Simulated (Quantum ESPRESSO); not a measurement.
# Magnetic state of BaFe2S3 from several starts

Does BaFe2S3 prefer parallel or opposed moments?

Program: Quantum ESPRESSO 7.5. Level of theory: PBEsol with U = 4.5 eV on Fe d (ortho-atomic projectors); plane waves with GBRV 1.5 PBEsol potentials, no spin-orbit coupling. Results are calculated unless marked as measured.

### 1. Set-up

The structure is orthorhombic, space group Cmcm (No. 63). The conventional cell has a = 8.784 Å, b = 11.219 Å, c = 5.286 Å, α = 90.00°, β = 90.00°, γ = 90.00°. Nearest to Ba lie 10 S at 3.29 to 3.92 Å and 4 Fe at 3.92 Å. Fe has 4 S at 2.27 to 2.29 Å nearest. Nearest to S lie 2 Fe at 2.27 Å and 4 Ba at 3.29 to 3.92 Å. S has 4 Fe at 2.29 Å and 2 Ba at 3.46 Å nearest. Farther neighbours and most contacts between anions are not listed.

The cell comes from the Crystallography Open Database.

### 2. Run 1, typed as ferro ++++

The signs are those of the starting moments on the seeded atoms, the atoms that are given a moment.

The input, pw.in:

```
&CONTROL
  calculation = 'scf'
  prefix = 'pwscf'
  outdir = './tmp'
  pseudo_dir = './pseudo'
  disk_io = 'nowf'
/
&SYSTEM
  ibrav = 0
  nat = 12
  ntyp = 3
  ecutwfc = 40
  ecutrho = 280
  nbnd = 84
  occupations = 'smearing'
  smearing = 'fd'
  degauss = 0.00367493
  nspin = 2
  starting_magnetization(1) = 0
  starting_magnetization(2) = 0.25
  starting_magnetization(3) = 0
/
&ELECTRONS
  conv_thr = 2.4d-08
  electron_maxstep = 150
  mixing_beta = 0.3
/
ATOMIC_SPECIES
Ba    137.3270 ba_pbesol_v1.uspp.F.UPF
Fe     55.8450 fe_pbesol_v1.5.uspp.F.UPF
S      32.0600 s_pbesol_v1.4.uspp.F.UPF
CELL_PARAMETERS angstrom
   4.3917500000   -5.6095000000    0.0000000000
   4.3917500000    5.6095000000    0.0000000000
   0.0000000000    0.0000000000    5.2860000000
ATOMIC_POSITIONS crystal
Ba      0.3141000000    0.6859000000    0.2500000000
Ba      0.6859000000    0.3141000000    0.7500000000
Fe      0.8464000000    0.8464000000    0.0000000000
Fe      0.1536000000    0.1536000000    0.5000000000
Fe      0.1536000000    0.1536000000    0.0000000000
Fe      0.8464000000    0.8464000000    0.5000000000
S       0.8306000000    0.5842000000    0.2500000000
S       0.1694000000    0.4158000000    0.7500000000
S       0.5842000000    0.8306000000    0.7500000000
S       0.4158000000    0.1694000000    0.2500000000
S       0.8853000000    0.1147000000    0.2500000000
S       0.1147000000    0.8853000000    0.7500000000
K_POINTS automatic
4 4 4 0 0 0
HUBBARD {ortho-atomic}
U Fe-3d 4.5000
```

Command:

```console
$ OMP_NUM_THREADS=1 mpirun -n 4 pw.x -nk 4 -in pw.in > pw.out
```

The log of the run:

```text
Program PWSCF v.7.5 starts

     Message from routine setup:
     using ibrav=0 with symmetry is DISCOURAGED, use correct ibrav instead

     K-points division:     npool     =       4
     Subspace diagonalization in iterative solution of the eigenvalue problem:

     G-vector sticks info
     --------------------
     sticks:   dense  smooth     PW     G-vecs:    dense   smooth      PW
     Sum        3917    2243    649               139145    60019    9409

     Using Slab Decomposition

     bravais-lattice index     =            0
     lattice parameter (alat)  =      13.4628  a.u.
     unit-cell volume          =    1757.5817 (a.u.)^3
     number of atoms/cell      =           12
     number of atomic types    =            3
     number of electrons       =       120.00
     number of Kohn-Sham states=           84
     kinetic-energy cutoff     =      40.0000  Ry
     charge density cutoff     =     280.0000  Ry
     scf convergence threshold =      2.4E-08
     mixing beta               =       0.3000
     number of iterations used =            8  plain     mixing
     Exchange-correlation= SLA  PW   PSX  PSC
                           (   1   4  10   8   0   0   0)
     Hubbard projectors: ortho-atomic
     Hubbard parameters of DFT+U (Dudarev formulation) in eV:
     U(Fe-3d) =  4.5000

     Internal variables: lda_plus_u =T, lda_plus_u_kind = 0

     Internal variables: orbital_resolved =F, hub_pot_fix =F, apply_U = F

     celldm(1)=  13.462751  celldm(2)=   0.000000  celldm(3)=   0.000000
     celldm(4)=   0.000000  celldm(5)=   0.000000  celldm(6)=   0.000000

     crystal axes: (cart. coord. in units of alat)
               a(1) = (   0.616457  -0.787389   0.000000 )
               a(2) = (   0.616457   0.787389   0.000000 )
               a(3) = (   0.000000   0.000000   0.741980 )

     reciprocal axes: (cart. coord. in units 2 pi/alat)
               b(1) = (  0.811087 -0.635010  0.000000 )
               b(2) = (  0.811087  0.635010 -0.000000 )
               b(3) = ( -0.000000  0.000000  1.347745 )

     PseudoPot. # 1 for Ba read from file:
     ba_pbesol_v1.uspp.F.UPF
     Pseudo is Ultrasoft + core correction, Zval = 10.0
     Generated by new atomic code, or converted to UPF format
     Using radial grid of  907 points,  7 beta functions with:
                l(1) =   0
                l(2) =   0
                l(3) =   1
                l(4) =   1
                l(5) =   2
                l(6) =   2
                l(7) =   3
     Q(r) pseudized with  6 coefficients,  rinner =    1.700   1.700   1.700
                                                       1.700   1.700   1.700
                                                       1.700

     PseudoPot. # 2 for Fe read from file:
     fe_pbesol_v1.5.uspp.F.UPF
     Pseudo is Ultrasoft + core correction, Zval = 16.0
     Generated by new atomic code, or converted to UPF format
     Using radial grid of  861 points,  6 beta functions with:
                l(1) =   0
                l(2) =   0
                l(3) =   1
                l(4) =   1
                l(5) =   2
                l(6) =   2
     Q(r) pseudized with  8 coefficients,  rinner =    1.000   1.000   1.000
                                                       1.000   1.000

     PseudoPot. # 3 for S  read from file:
     s_pbesol_v1.4.uspp.F.UPF
     Pseudo is Ultrasoft + core correction, Zval =  6.0
     Generated by new atomic code, or converted to UPF format
     Using radial grid of  907 points,  6 beta functions with:
                l(1) =   0
                l(2) =   0
                l(3) =   1
                l(4) =   1
                l(5) =   2
                l(6) =   2
     Q(r) pseudized with  8 coefficients,  rinner =    1.300   1.300   1.300
                                                       1.300   1.300

     atomic species   valence    mass     pseudopotential
     Ba               10.00   137.32700     Ba( 1.00)
     Fe               16.00    55.84500     Fe( 1.00)
     S                 6.00    32.06000     S ( 1.00)

     Starting magnetic structure
     atomic species   magnetization
     Ba              0.000
     Fe              0.250
     S               0.000

      8 Sym. Ops., with inversion, found ( 4 have fractional translation)

   Cartesian axes

     site n.     atom                  positions (alat units)
         1        Ba     tau(   1) = (   0.6164568   0.2927511   0.1854950  )
         2        Ba     tau(   2) = (   0.6164568  -0.2927511   0.5564850  )
         3        Fe     tau(   3) = (   1.0435381   0.0000000   0.0000000  )
         4        Fe     tau(   4) = (   0.1893755  -0.0000000   0.3709900  )
         5        Fe     tau(   5) = (   0.1893755  -0.0000000   0.0000000  )
         6        Fe     tau(   6) = (   1.0435381   0.0000000   0.3709900  )
         7        S      tau(   7) = (   0.8721631  -0.1940126   0.1854950  )
         8        S      tau(   8) = (   0.3607505   0.1940126   0.5564850  )
         9        S      tau(   9) = (   0.8721631   0.1940126   0.5564850  )
        10        S      tau(  10) = (   0.3607505  -0.1940126   0.1854950  )
        11        S      tau(  11) = (   0.6164568  -0.6067618   0.1854950  )
        12        S      tau(  12) = (   0.6164568   0.6067618   0.5564850  )

     number of k points=    21  Fermi-Dirac smearing, width (Ry)=  0.0037
                       cart. coord. in units 2pi/alat
        k(    1) = (   0.0000000   0.0000000   0.0000000), wk =   0.0156250
        k(    2) = (   0.0000000   0.0000000   0.3369363), wk =   0.0312500
        k(    3) = (   0.0000000   0.0000000  -0.6738726), wk =   0.0156250
        k(    4) = (   0.2027717   0.1587526   0.0000000), wk =   0.0625000
        k(    5) = (   0.2027717   0.1587526   0.3369363), wk =   0.1250000
        [... 16 further k-points ...]

     Dense  grid:   139145 G-vectors     FFT dimensions: (  72,  72,  54)

     Smooth grid:    60019 G-vectors     FFT dimensions: (  60,  60,  48)

     Check: negative core charge=   -0.000018
     Generating pointlists ...
     new r_m :   0.1903 (alat units)  2.5616 (a.u.) for type    1
     new r_m :   0.1314 (alat units)  1.7685 (a.u.) for type    2
     new r_m :   0.1314 (alat units)  1.7685 (a.u.) for type    3

     Initial potential from superposition of free atoms

     starting charge     115.9721, renormalised to     120.0000

     negative rho (up, down):  1.007E-01 1.007E-01

     STARTING HUBBARD OCCUPATIONS:

     =================== HUBBARD OCCUPATIONS ===================
     ------------------------ ATOM    3 ------------------------
     Tr[ns(  3)] (up, down, total) =   5.00000  0.00000  5.00000
     Atomic magnetic moment for atom   3 =   5.00000
     [... lines left out ...]
     ------------------------ ATOM    4 ------------------------
     Tr[ns(  4)] (up, down, total) =   5.00000  0.00000  5.00000
     Atomic magnetic moment for atom   4 =   5.00000
     [... lines left out ...]
     ------------------------ ATOM    5 ------------------------
     Tr[ns(  5)] (up, down, total) =   5.00000  0.00000  5.00000
     Atomic magnetic moment for atom   5 =   5.00000
     [... lines left out ...]
     ------------------------ ATOM    6 ------------------------
     Tr[ns(  6)] (up, down, total) =   5.00000  0.00000  5.00000
     Atomic magnetic moment for atom   6 =   5.00000
     [... lines left out ...]
     Number of occupied Hubbard levels =   20.0000

     Atomic wfc used for Hubbard projectors are orthogonalized

     Starting wfcs are  102 randomized atomic wfcs

     Self-consistent Calculation

     iteration #  1     ecut=    40.00 Ry     beta= 0.30
     Davidson diagonalization with overlap
     ethr =  1.00E-02,  avg # of iterations =  3.9

     =================== HUBBARD OCCUPATIONS ===================
     ------------------------ ATOM    3 ------------------------
     Tr[ns(  3)] (up, down, total) =   4.86814  1.16176  6.02990
     Atomic magnetic moment for atom   3 =   3.70638
     [... lines left out ...]
     ------------------------ ATOM    4 ------------------------
     Tr[ns(  4)] (up, down, total) =   4.86814  1.16176  6.02990
     Atomic magnetic moment for atom   4 =   3.70638
     [... lines left out ...]
     ------------------------ ATOM    5 ------------------------
     Tr[ns(  5)] (up, down, total) =   4.86814  1.16176  6.02990
     Atomic magnetic moment for atom   5 =   3.70638
     [... lines left out ...]
     ------------------------ ATOM    6 ------------------------
     Tr[ns(  6)] (up, down, total) =   4.86814  1.16176  6.02990
     Atomic magnetic moment for atom   6 =   3.70638
     [... lines left out ...]
     Number of occupied Hubbard levels =   24.1196

     negative rho (up, down):  9.686E-02 9.677E-02

     total energy              =   -1285.06123024 Ry
     estimated scf accuracy    <       1.27344671 Ry

     total magnetization       =    16.00 Bohr mag/cell
     absolute magnetization    =    16.29 Bohr mag/cell

     iteration #  2     ecut=    40.00 Ry     beta= 0.30
     Davidson diagonalization with overlap
     ethr =  1.06E-03,  avg # of iterations =  2.6

     negative rho (up, down):  9.394E-02 9.398E-02

     total energy              =   -1285.19270006 Ry
     estimated scf accuracy    <       0.26267615 Ry

     total magnetization       =    15.99 Bohr mag/cell
     absolute magnetization    =    16.11 Bohr mag/cell

     iteration #  3     ecut=    40.00 Ry     beta= 0.30
     Davidson diagonalization with overlap
     ethr =  2.19E-04,  avg # of iterations =  8.7

     negative rho (up, down):  9.283E-02 9.293E-02

     total energy              =   -1285.23824791 Ry
     estimated scf accuracy    <       0.11341646 Ry

     total magnetization       =    16.00 Bohr mag/cell
     absolute magnetization    =    16.18 Bohr mag/cell

     [... further iterations left out ...]

     iteration # 19     ecut=    40.00 Ry     beta= 0.30
     Davidson diagonalization with overlap
     ethr =  6.48E-10,  avg # of iterations =  3.4

     negative rho (up, down):  8.970E-02 9.057E-02

     total energy              =   -1285.29511087 Ry
     estimated scf accuracy    <       0.00000028 Ry

     total magnetization       =    15.97 Bohr mag/cell
     absolute magnetization    =    16.08 Bohr mag/cell

     iteration # 20     ecut=    40.00 Ry     beta= 0.30
     Davidson diagonalization with overlap
     ethr =  2.33E-10,  avg # of iterations =  3.3

     negative rho (up, down):  8.970E-02 9.056E-02

     total energy              =   -1285.29511202 Ry
     estimated scf accuracy    <       0.00000010 Ry

     total magnetization       =    15.97 Bohr mag/cell
     absolute magnetization    =    16.08 Bohr mag/cell

     iteration # 21     ecut=    40.00 Ry     beta= 0.30
     Davidson diagonalization with overlap
     ethr =  8.52E-11,  avg # of iterations =  3.2

     negative rho (up, down):  8.970E-02 9.056E-02

     total energy              =   -1285.29511249 Ry
     estimated scf accuracy    <       0.00000004 Ry

     total magnetization       =    15.97 Bohr mag/cell
     absolute magnetization    =    16.08 Bohr mag/cell

     iteration # 22     ecut=    40.00 Ry     beta= 0.30
     Davidson diagonalization with overlap
     ethr =  3.41E-11,  avg # of iterations =  2.6

     negative rho (up, down):  8.970E-02 9.056E-02

     Magnetic moment per site  (integrated on atomic sphere of radius R)
     atom   1 (R=0.190)  charge=  7.6250  magn=  0.0258
     atom   2 (R=0.190)  charge=  7.6250  magn=  0.0258
     atom   3 (R=0.131)  charge= 13.8647  magn=  3.3449
     atom   4 (R=0.131)  charge= 13.8647  magn=  3.3449
     atom   5 (R=0.131)  charge= 13.8647  magn=  3.3449
     atom   6 (R=0.131)  charge= 13.8647  magn=  3.3449
     atom   7 (R=0.131)  charge=  3.7443  magn=  0.1321
     atom   8 (R=0.131)  charge=  3.7443  magn=  0.1321
     atom   9 (R=0.131)  charge=  3.7443  magn=  0.1321
     atom  10 (R=0.131)  charge=  3.7443  magn=  0.1321
     atom  11 (R=0.131)  charge=  3.8235  magn=  0.1543
     atom  12 (R=0.131)  charge=  3.8235  magn=  0.1543

     End of self-consistent calculation

     =================== HUBBARD OCCUPATIONS ===================
     ------------------------ ATOM    3 ------------------------
     Tr[ns(  3)] (up, down, total) =   4.87035  1.34669  6.21703
     Atomic magnetic moment for atom   3 =   3.52366
     [... lines left out ...]
     ------------------------ ATOM    4 ------------------------
     Tr[ns(  4)] (up, down, total) =   4.87035  1.34669  6.21703
     Atomic magnetic moment for atom   4 =   3.52366
     [... lines left out ...]
     ------------------------ ATOM    5 ------------------------
     Tr[ns(  5)] (up, down, total) =   4.87035  1.34669  6.21703
     Atomic magnetic moment for atom   5 =   3.52366
     [... lines left out ...]
     ------------------------ ATOM    6 ------------------------
     Tr[ns(  6)] (up, down, total) =   4.87035  1.34669  6.21703
     Atomic magnetic moment for atom   6 =   3.52366
     [... lines left out ...]
     Number of occupied Hubbard levels =   24.8681

     [... lines left out ...]
     the Fermi energy is     8.9188 ev

!    total energy              =   -1285.29511258 Ry
     estimated scf accuracy    <       0.00000002 Ry
     smearing contrib. (-TS)   =      -0.00066398 Ry
     internal energy E=F+TS    =   -1285.29444860 Ry

     The total energy is F=E-TS. E is the sum of the following terms:
     one-electron contribution =   -1073.36895978 Ry
     hartree contribution      =     579.98681081 Ry
     xc contribution           =    -221.98465121 Ry
     ewald contribution        =    -570.42008273 Ry
     Hubbard energy            =       0.49243431 Ry

     total magnetization       =    15.97 Bohr mag/cell
     absolute magnetization    =    16.08 Bohr mag/cell

     convergence has been achieved in  22 iterations

=------------------------------------------------------------------------------=
   JOB DONE.
=------------------------------------------------------------------------------=
```

Wall time 7 min (4 MPI ranks of Arm Neoverse V2, shared host); peak memory 1.9 GiB; 28 min of CPU time.

Spin moment in the atom's sphere by atom:

```csv
atom,spin moment in the atom's sphere (μB)
Ba1,0.03
Ba2,0.03
Fe3,3.34
Fe4,3.34
Fe5,3.34
Fe6,3.34
S7,0.13
S8,0.13
S9,0.13
S10,0.13
S11,0.15
S12,0.15
```

Read from the output:

| Quantity | Value |
| --- | --- |
| smearing term TS | 0.009034 eV |
| magnetization | 15.97 μB |
| absolute magnetization | 16.08 μB |
| final state | ferromagnetic |

Spin density in the ab plane of the conventional cell at fractional z = 0.250, with atoms of Ba and S within 0.2 Å of it.

Values in units of 1e-2 e/Å³, 13 rows by 16 columns, each cell a mean:
```
-0.2  0.7 -0.2 -1.3 -0.3  2.4  1.7  0.5  0.4  1.2  2.5  0.6 -1.3 -0.7  0.7  0.1
-0.3 -0.2  0.0  2.0  3.1  4.0  3.5  0.9  0.6  2.4  4.7  3.2  2.4  0.4 -0.1 -0.3
-0.1  0.0  0.7  3.1  4.8  2.4  1.0  0.5  0.5  0.8  1.8  4.2  4.1  1.2  0.1 -0.1
 0.3  0.1  0.3  0.5  0.6  0.5  1.0  2.7  3.1  1.4  0.5  0.6  0.6  0.4  0.2  0.2
 0.2  0.2  0.0  0.1  0.2  0.4  2.3  5.7  6.2  3.5  0.6  0.2  0.1  0.0  0.2  0.2
 0.0  0.0 -0.1  0.2  0.7  0.1  0.5  2.3  2.6  1.1 -0.1  0.7  0.4 -0.1 -0.1  0.0
 0.2  0.3  0.4 -0.1 -0.5 -1.0  0.2  0.1 -0.2  0.4 -0.8 -0.7 -0.3  0.3  0.4  0.2
 0.6  2.3  5.0  2.3 -0.5 -0.4  0.3 -0.1 -0.2  0.3 -0.2 -0.6  1.2  4.5  3.4  0.9
 0.5  1.5  3.0  4.5  5.0  1.2 -0.1 -0.2 -0.3 -0.2  0.5  3.9  5.2  3.1  2.1  0.7
 1.0  0.7  0.9  1.8  1.8  0.8  0.2  0.1  0.2  0.1  0.5  1.4  2.0  1.2  0.7  0.9
 6.7  2.9  0.6  0.2  0.2  0.1  0.2  0.2  0.3  0.2  0.1  0.2  0.2  0.4  1.8  5.8
 3.6  2.6  0.5  0.5  0.2  0.0  0.0  0.1  0.1  0.1  0.0  0.1  0.4  0.4  1.7  3.5
 0.8  0.1 -0.9  0.2  0.2 -0.1  0.0  0.1  0.1  0.0 -0.1  0.0  0.4 -0.7 -0.3  0.8
```
Columns run along a (8.8 Å), rows up along b (11.2 Å), edges of the conventional cell, whose origin can differ from the input's. Atoms in or near the plane, at fractional coordinates: Ba at (0.00, 0.69), Ba at (0.50, 0.19), S at (0.21, 0.38), S at (0.71, 0.88), S at (0.29, 0.88), S at (0.79, 0.38), S at (0.00, 0.11), S at (0.50, 0.61).

Valence density in the ab plane of the conventional cell at fractional z = 0.250, with atoms of Ba and S within 0.2 Å of it. It is the smooth field of the valence electrons, not physical close to the nuclei.

Values in e/Å³, 13 rows by 16 columns, each cell a mean:
```
0.1 0.1 0.3 0.5 0.7 0.6 0.3 0.1 0.1 0.2 0.5 0.7 0.6 0.3 0.2 0.1
0.0 0.1 0.3 0.9 0.8 0.9 0.6 0.1 0.1 0.4 0.9 0.8 1.0 0.4 0.1 0.0
0.4 0.2 0.2 0.4 0.7 0.6 0.3 0.1 0.1 0.2 0.5 0.7 0.5 0.2 0.2 0.3
0.6 1.0 0.2 0.1 0.1 0.1 0.1 0.3 0.3 0.2 0.1 0.1 0.1 0.1 0.8 0.9
0.7 1.0 0.2 0.0 0.0 0.1 0.5 0.9 0.9 0.7 0.2 0.0 0.0 0.1 0.7 1.0
0.3 0.2 0.1 0.1 0.1 0.2 0.6 0.9 0.9 0.8 0.3 0.1 0.1 0.1 0.1 0.3
0.0 0.1 0.2 0.3 0.3 0.3 0.3 0.3 0.3 0.2 0.3 0.3 0.3 0.2 0.1 0.0
0.1 0.3 0.8 0.9 0.9 0.4 0.1 0.1 0.1 0.1 0.3 0.8 0.9 0.9 0.5 0.1
0.1 0.3 0.9 0.9 0.8 0.3 0.1 0.1 0.1 0.1 0.2 0.7 0.9 0.9 0.5 0.1
0.1 0.1 0.2 0.3 0.2 0.1 0.4 0.9 1.0 0.6 0.2 0.2 0.2 0.2 0.1 0.1
0.7 0.4 0.1 0.0 0.0 0.1 1.0 0.6 0.0 1.2 0.3 0.0 0.0 0.1 0.3 0.7
0.9 0.9 0.3 0.1 0.0 0.1 0.4 0.9 1.0 0.5 0.1 0.0 0.1 0.2 0.7 0.9
0.7 0.5 0.3 0.2 0.1 0.1 0.1 0.1 0.1 0.1 0.1 0.1 0.2 0.3 0.4 0.6
```
Columns run along a (8.8 Å), rows up along b (11.2 Å), edges of the conventional cell, whose origin can differ from the input's. Atoms in or near the plane, at fractional coordinates: Ba at (0.00, 0.69), Ba at (0.50, 0.19), S at (0.21, 0.38), S at (0.71, 0.88), S at (0.29, 0.88), S at (0.79, 0.38), S at (0.00, 0.11), S at (0.50, 0.61).

(Continued in part 2 of 2.)

[Logs and program files are shortened in this print: banners, set-up blocks, solver, clock and traceback lines can be left out without a mark of their own.]

[Logs are printed without paths, hosts, clocks, repeated set-up lines and the standing remarks that a program may print on its own settings, such as how far it seeks lower states.]

[Hosts, paths, dates, database ids (printed as entryN), source tags and the programs' standing remarks are cut or masked in the printed files.]

[Where a cell is said to come from a database of computed structures, the database is the Materials Project.]
